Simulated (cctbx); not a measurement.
# What is wrong with this refinement?

Cell a = 6.4190 Å, b = 6.0330 Å, c = 7.1170 Å, α = 90.00°, β = 90.00°, γ = 90.00°; space group Pnma (no. 62).

The data are simulated with cctbx, not measured: synchrotron X-rays, λ = 0.7749 Å, to d = 0.84 Å, 80 % of the full sphere, strongest reflection 5000 counts, noise from counting, a 1.5 % proportional error and a noise floor of 15 counts (s.d.); no absorption.

An isotropic refinement with weights 1/σ² prints:

```text
Rint 0.039, 271 unique reflections to 0.84 A
cycle     R1     wR2    GooF  max shift (A)
   1  0.7284  0.9517  36.207   0.42530
   9  0.0146  0.0255   0.970   0.00000
final R1 0.0146 wR2 0.0255 GooF 0.970  parameters 10  data/parameter 27.1
atom        x        y        z      Ueq    occ   su(xyz)  su(Uiso or U11)
Tb1    0.48979  0.75000  0.32642   0.0041  1.000  0.00006  0.0001
Co1    0.32066  0.75000  0.82157   0.0040  1.000  0.00016  0.0002
Al1    1.36070  0.07595  0.03579   0.0058  1.000  0.00029  0.0003
difference map: max 1.85 min -1.45 rms 0.39
Q1    0.0913  0.7500  0.2187    4    1.97  0.73 A from Tb1
Q2    0.0697  0.7500  0.9483    4    1.60  1.68 A from Tb1
Q3    0.1303  0.2500  0.4450    4    1.44  0.93 A from Co1
Q4    0.2141  0.7500  0.0613    4    1.39  1.65 A from Tb1
Q5    0.0656  0.5873  0.0771    8    1.34  1.29 A from Tb1
Q6    0.2283  0.1232  0.9462    8    1.29  1.10 A from Al1
```

**Question.** Can this result stand? If not, what is the likely fault?

It can stand. The set-up had a fault (start far from the minimum), but the refinement still reached the right minimum: R1 = 0.0146, wR2 = 0.0255, GooF = 0.97 against R1 = 0.0146, wR2 = 0.0255, GooF = 0.97 for the right model.

The compound is TbAl2Co. The right model at the same level gives:

```text
Rint 0.039, 271 unique reflections to 0.84 A
cycle     R1     wR2    GooF  max shift (A)
   1  0.1618  0.2995  11.396   0.08949
   2  0.0146  0.0255   0.970   0.00000
final R1 0.0146 wR2 0.0255 GooF 0.970  parameters 10  data/parameter 27.1
atom        x        y        z      Ueq    occ   su(xyz)  su(Uiso or U11)
Tb1    0.48979  0.75000  0.17358   0.0041  1.000  0.00006  0.0001
Co1    0.32066  0.75000  0.67843   0.0040  1.000  0.00016  0.0002
Al1    0.86070  0.07595  0.03579   0.0058  1.000  0.00029  0.0003
difference map: max 1.85 min -1.45 rms 0.39
Q1    0.0913  0.7500  0.2813    4    1.97  0.73 A from Tb1
Q2    0.0697  0.7500  0.5517    4    1.60  1.68 A from Tb1
Q3    0.1303  0.2500  0.0550    4    1.44  0.93 A from Co1
Q4    0.2141  0.7500  0.4387    4    1.39  1.65 A from Tb1
Q5    0.0656  0.5873  0.4229    8    1.34  1.29 A from Tb1
Q6    0.2283  0.1232  0.5538    8    1.29  1.10 A from Al1
```

The model is made up (kin elements in a known structure type, no relaxation), so it says nothing on whether the phase exists.

[Middle refinement cycles are left out of these outputs.]

[Logs are printed without paths, hosts, clocks, repeated set-up lines and the standing remarks that a program may print on its own settings, such as how far it seeks lower states.]
